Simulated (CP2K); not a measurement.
Two runs for the C K edge of 2-vinylthiophene. Run A: CP2K XAS_TDP, all-electron GAPW, PBEh(45%), aug-cc-pVDZ, TDA, no relativity. Run B differs in one setting.

First lines with a strength over 0.0015. A:

| atom | energy (eV) | states | strength, one atom |
| --- | --- | --- | --- |
| C1 (bonded to C and 2 H) | 280.57 | 1 | 0.0467 |
|  | 284.13 | 1 | 0.0056 |
|  | 284.51 | 1 | 0.0145 |
|  | 284.98 | 1 | 0.0020 |
|  | 285.28 | 1 | 0.0015 |
| C2 (bonded to 2 C and H) | 281.19 | 1 | 0.0438 |
|  | 284.44 | 1 | 0.0139 |
|  | 284.51 | 1 | 0.0108 |
|  | 286.34 | 1 | 0.0051 |
|  | 286.41 | 1 | 0.0021 |
| C3 (bonded to 2 C and S) | 281.93 | 1 | 0.0403 |
|  | 284.30 | 1 | 0.0362 |
|  | 284.93 | 1 | 0.0097 |
|  | 286.21 | 1 | 0.0026 |
|  | 286.25 | 1 | 0.0074 |
| C4 (bonded to 2 C and H) | 281.30 | 1 | 0.0414 |
|  | 283.91 | 1 | 0.0072 |
|  | 284.34 | 1 | 0.0099 |
|  | 284.96 | 1 | 0.0015 |
|  | 285.29 | 1 | 0.0024 |
| C5 (bonded to 2 C and H) | 281.83 | 1 | 0.0455 |
|  | 283.23 | 1 | 0.0096 |
|  | 284.36 | 1 | 0.0105 |
|  | 285.00 | 1 | 0.0053 |
|  | 285.46 | 1 | 0.0024 |
| C6 (bonded to C, S and H) | 281.73 | 1 | 0.0483 |
|  | 284.43 | 1 | 0.0280 |
|  | 284.96 | 2 | 0.0170 |
|  | 285.94 | 1 | 0.0046 |
|  | 286.26 | 1 | 0.0022 |

B:

```csv
atom,energy (eV),states,"strength, one atom"
C1 (bonded to C and 2 H),286.40,1,0.0458
,289.97,1,0.0055
,290.34,1,0.0142
,290.81,1,0.0020
,291.40,1,0.0033
C2 (bonded to 2 C and H),287.03,1,0.0429
,290.29,1,0.0136
,290.36,1,0.0106
,292.19,1,0.0050
,292.26,1,0.0020
C3 (bonded to 2 C and S),286.90,1,0.0396
,289.27,1,0.0356
,289.90,1,0.0096
,291.18,1,0.0026
,291.22,1,0.0073
C4 (bonded to 2 C and H),286.90,1,0.0406
,289.51,1,0.0071
,289.94,1,0.0097
,290.89,1,0.0023
,291.32,1,0.0078
C5 (bonded to 2 C and H),287.49,1,0.0446
,288.89,1,0.0094
,290.03,1,0.0103
,290.66,1,0.0052
,291.12,1,0.0023
"C6 (bonded to C, S and H)",286.81,1,0.0474
,289.51,1,0.0275
,290.04,2,0.0167
,291.03,1,0.0045
,291.35,1,0.0022
```

Q: Which was it: the functional, the basis, scalar relativity switched on, GW2X switched on?

GW2X switched on. GW2X shifts an atom's lines together and keeps their spacings. Against PBEh(45%) in aug-cc-pVDZ, the leading lines move by +5.83 eV (C1, to 286.40), +5.84 eV (C2, to 287.03), +4.97 eV (C3, to 286.90), +5.60 eV (C4, to 286.90), +5.66 eV (C5, to 287.49) and +5.08 eV (C6, to 286.81).

[Banner, clock and machine lines of the logs are left out without a mark of their own.]

[Logs are printed without paths, hosts, clocks, repeated set-up lines and the standing remarks that a program may print on its own settings, such as how far it seeks lower states.]

[Hosts, paths, dates, database ids (printed as entryN), source tags and the programs' standing remarks are cut or masked in the printed files.]
